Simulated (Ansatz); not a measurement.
# Se on Zr(0001): change of the work function, part 2 of 2

Aim: the work function of Zr(0001) at several coverages of Se (fcc site), and the dipole that each adsorbate carries.

Ansatz 0.2.0; plane-wave DFT, PBE, Ansatz PAW.

So far, work function, upper face (eV): step 2 (the clean slab) 4.17; step 3 (37 atoms, coverage 0.111 ML, cell 3x3) 4.32; step 4 (17 atoms, coverage 0.25 ML, cell 2x2) 4.57.

### Step 5. The covered slab, k-mesh 6×6×1, coverage 0.5 ML

System of this step: Se/Zr(0001). The cell holds 18 atoms: 16 Zr and 2 Se. Cell: a = 6.460 Å, b = 6.460 Å, c = 28.084 Å, α = 90.0°, β = 90.0°, γ = 60.0°. Vacuum lies along c.

input.yaml

```yaml
crystal:
  lattice:
    - [6.46, 0.0, 0.0]
    - [3.23, 5.5945241084, 0.0]
    - [0.0, 0.0, 28.0835408851]
  atoms:
    - { symbol: Zr, position: [0.3333333333, 0.3333333333, 0.320472409] }
    - { symbol: Zr, position: [0.0, 0.0, 0.4120810494] }
    - { symbol: Zr, position: [0.3333333333, 0.3333333333, 0.5072351472] }
    - { symbol: Zr, position: [0.0, 0.0, 0.594106503] }
    - { symbol: Zr, position: [0.3333333333, 0.8333333333, 0.320472409] }
    - { symbol: Zr, position: [0.0, 0.5, 0.4120810494] }
    - { symbol: Zr, position: [0.3333333333, 0.8333333333, 0.5072351472] }
    - { symbol: Zr, position: [0.0, 0.5, 0.594106503] }
    - { symbol: Zr, position: [0.8333333333, 0.3333333333, 0.320472409] }
    - { symbol: Zr, position: [0.5, 0.0, 0.4120810494] }
    - { symbol: Zr, position: [0.8333333333, 0.3333333333, 0.5072351472] }
    - { symbol: Zr, position: [0.5, 0.0, 0.594106503] }
    - { symbol: Zr, position: [0.8333333333, 0.8333333333, 0.320472409] }
    - { symbol: Zr, position: [0.5, 0.5, 0.4120810494] }
    - { symbol: Zr, position: [0.8333333333, 0.8333333333, 0.5072351472] }
    - { symbol: Zr, position: [0.5, 0.5, 0.594106503] }
    - { symbol: Se, position: [0.1666666667, 0.1666666667, 0.679527591] }
    - { symbol: Se, position: [0.6666666667, 0.1666666667, 0.679527591] }
kpoints:
  mp_grid: { grid: [6, 6, 1] }
hamiltonian:
  xc: pbe
scf:
  occupations: { method: fermi_dirac, width: 0.1 }
  convergence: { dr2_threshold: 1.0e-08 }
efield:
  axis: 3
  dipole_correction: true
  ramp_position: 0.97
  ramp_width: 0.06
relax:
  f_tol: 0.02
  max_steps: 60
  constraints: [{ sites: [0, 1, 4, 5, 8, 9, 12, 13] }]
output:
  dos: { projected: true, e_range: [-8, 4] }
  write_potential: true
  write_density: true
  volumetric_format: npy
  elf: true
```

Started as:

```console
$ ansatz run input.yaml --threads 4 --pin off --max-ram 16384MiB --backend cpu --events-out ev --progress --plain --runs-dir out
```

Run time: 5.6 min. Hardware: 4 threads of Arm Neoverse V1, shared host; peak memory 3.7 GiB.

Relaxation path:

```csv
step,energy less that of the first step (eV),largest force component (eV/Å)
1,0.0000,2.1468
2,-1.1120,1.1898
3,-1.3538,0.4124
4,-1.3912,0.1263
5,-1.3943,0.0163
```

Forces are held to the 4 operations that the run works with; a distortion that breaks them can't arise in this run.

The atoms that moved most (Å):

```csv
atom,dx,dy,dz,length
Se18,0.000,0.088,-0.444,0.452
Se17,0.000,0.088,-0.444,0.452
Zr4,0.000,-0.007,0.069,0.069
Zr12,0.000,-0.007,0.069,0.069
Zr16,0.000,0.044,0.040,0.059
Zr8,0.000,0.044,0.040,0.059
Zr7,0.000,-0.003,-0.035,0.035
Zr15,0.000,-0.003,-0.035,0.035
```

Final coordinates:

```xyz
18
Lattice="6.4600 0.0000 0.0000 3.2300 5.5945 0.0000 0.0000 0.0000 28.0835" Properties=species:S:1:pos:R:3
Zr    3.2300    1.8648    9.0000
Zr    0.0000    0.0000   11.5727
Zr    3.2300    1.8800   14.2291
Zr    0.0000   -0.0066   16.7537
Zr    4.8450    4.6621    9.0000
Zr    1.6150    2.7973   11.5727
Zr    4.8450    4.6592   14.2102
Zr    1.6150    2.8410   16.7245
Zr    6.4600    1.8648    9.0000
Zr    3.2300    0.0000   11.5727
Zr    6.4600    1.8800   14.2291
Zr    3.2300   -0.0066   16.7537
Zr    8.0750    4.6621    9.0000
Zr    4.8450    2.7973   11.5727
Zr    8.0750    4.6592   14.2102
Zr    4.8450    2.8410   16.7245
Se    1.6150    1.0204   18.6400
Se    4.8450    1.0204   18.6400
```

The relaxation took 5 steps and lowered the energy by 1.4 eV; the largest force on the free atoms ends at 0.016 eV/Å.

The covered face has 5.02 eV, +0.86 eV against the clean one; the bare back face has moved by -0.00 eV, a measure of how thin the slab is.

### Step 6. Adsorbate added, k-mesh 12×12×1, coverage 1 ML

System of this step: Se/Zr(0001). The cell holds 5 atoms: 4 Zr and 1 Se. Its edges and angles: a = 3.230 Å, b = 3.230 Å, c = 28.084 Å, α = 90.0°, β = 90.0°, γ = 60.0°. Vacuum lies along c.

input.yaml, the sections that differ from step 5:

```yaml
crystal:
  lattice:
    - [3.23, 0.0, 0.0]
    - [1.615, 2.7972620542, 0.0]
    - [0.0, 0.0, 28.0835408851]
  atoms:
    - { symbol: Zr, position: [0.6666666667, 0.6666666667, 0.320472409] }
    - { symbol: Zr, position: [0.0, 0.0, 0.4120810494] }
    - { symbol: Zr, position: [0.6666666667, 0.6666666667, 0.5072351472] }
    - { symbol: Zr, position: [0.0, 0.0, 0.594106503] }
    - { symbol: Se, position: [0.3333333333, 0.3333333333, 0.679527591] }
kpoints:
  mp_grid: { grid: [12, 12, 1] }
relax:
  f_tol: 0.02
  max_steps: 60
  constraints: [{ sites: [0, 1] }]
output:
  write_potential: true
  write_density: true
  volumetric_format: npy
# hamiltonian, scf, efield: as in step 5
```

It took 22 s on 4 threads; peak memory 0.62 GiB; 83 s of CPU time.

Step by step:

```csv
step,energy less that of the first step (eV),largest force component (eV/Å)
1,0.0000,2.2099
2,-0.4592,0.3912
3,-0.4864,0.1910
4,-0.4897,0.0302
5,-0.4898,0.0026
```

Forces are held to the 6 operations that the run works with; a distortion that breaks them can't arise in this run.

The atoms that moved most (Å):

```csv
atom,dx,dy,dz,length
Se5,0.000,0.000,-0.358,0.358
Zr4,0.000,0.000,0.082,0.082
Zr3,0.000,0.000,-0.030,0.030
```

Final coordinates:

```xyz
5
Lattice="3.2300 0.0000 0.0000 1.6150 2.7973 0.0000 0.0000 0.0000 28.0835" Properties=species:S:1:pos:R:3
Zr    3.2300    1.8648    9.0000
Zr    0.0000    0.0000   11.5727
Zr    3.2300    1.8648   14.2151
Zr    0.0000    0.0000   16.7664
Se    1.6150    0.9324   18.7259
```

The relaxation took 5 steps and lowered the energy by 0.49 eV; the largest force on the free atoms ends at 0.0026 eV/Å.

The covered face has 5.44 eV, +1.28 eV against the clean one; the bare back face has moved by +0.01 eV, a measure of how thin the slab is.

### Step 7. Work function against coverage

This step: plane-wave DFT, PBE, Ansatz PAW; work function against coverage (Ansatz 0.2.0).

The runs are now put side by side.

This step gave:

```yaml
work_function_of_the_clean_face: 4.165 eV
largest_change_of_the_work_function: 1.278 eV
```

Table of work function of the covered face by coverage:

```csv
coverage (adsorbates/nm²),work function of the covered face (eV)
0.00,4.17
1.23,4.32
2.77,4.57
5.53,5.02
11.07,5.44
```

The dipole per adsorbate comes from the change of the cell's dipole. Coverage, by row:

```csv
coverage (1/nm²),coverage (ML),work function (eV),change (eV),"dipole per adsorbate, positive end outwards (debye)",mean height of the added atoms over the highest substrate atom (Å)
1.23,0.1111,4.318,0.1524,-0.34,1.85
2.767,0.25,4.565,0.3998,-0.391,1.898
5.534,0.5,5.022,0.8568,-0.412,1.886
11.07,1,5.443,1.278,-0.304,1.96
```

### Step 8. What came out

* work function of the clean face: 4.17 eV
* work function at 0.11 ML: 4.32 eV
* work function at 0.25 ML: 4.57 eV
* work function at 0.5 ML: 5.02 eV
* work function at 1 ML: 5.44 eV
* dipole per adsorbate at 0.11 ML, positive end outwards: -0.34 D

What this shows: Se raises the work function of Zr(0001) at the lowest coverage, by 0.15 eV: the adsorbate layer has its negative end outwards. The slab has 4 layers, at the tabulated experimental lattice constant, one starting site was run, and quantum-size effects of a slab this thin can reach one or two tenths of an eV.

[Logs are printed without paths, hosts, clocks, repeated set-up lines and the standing remarks that a program may print on its own settings, such as how far it seeks lower states.]

[Hosts, paths, dates, database ids (printed as entryN), source tags and the programs' standing remarks are cut or masked in the printed files.]

[Maps of the electrostatic potential energy from Ansatz leave out the sawtooth potential of an applied field or a dipole correction, so their vacuum need not be flat; planar profiles and work functions include it.]
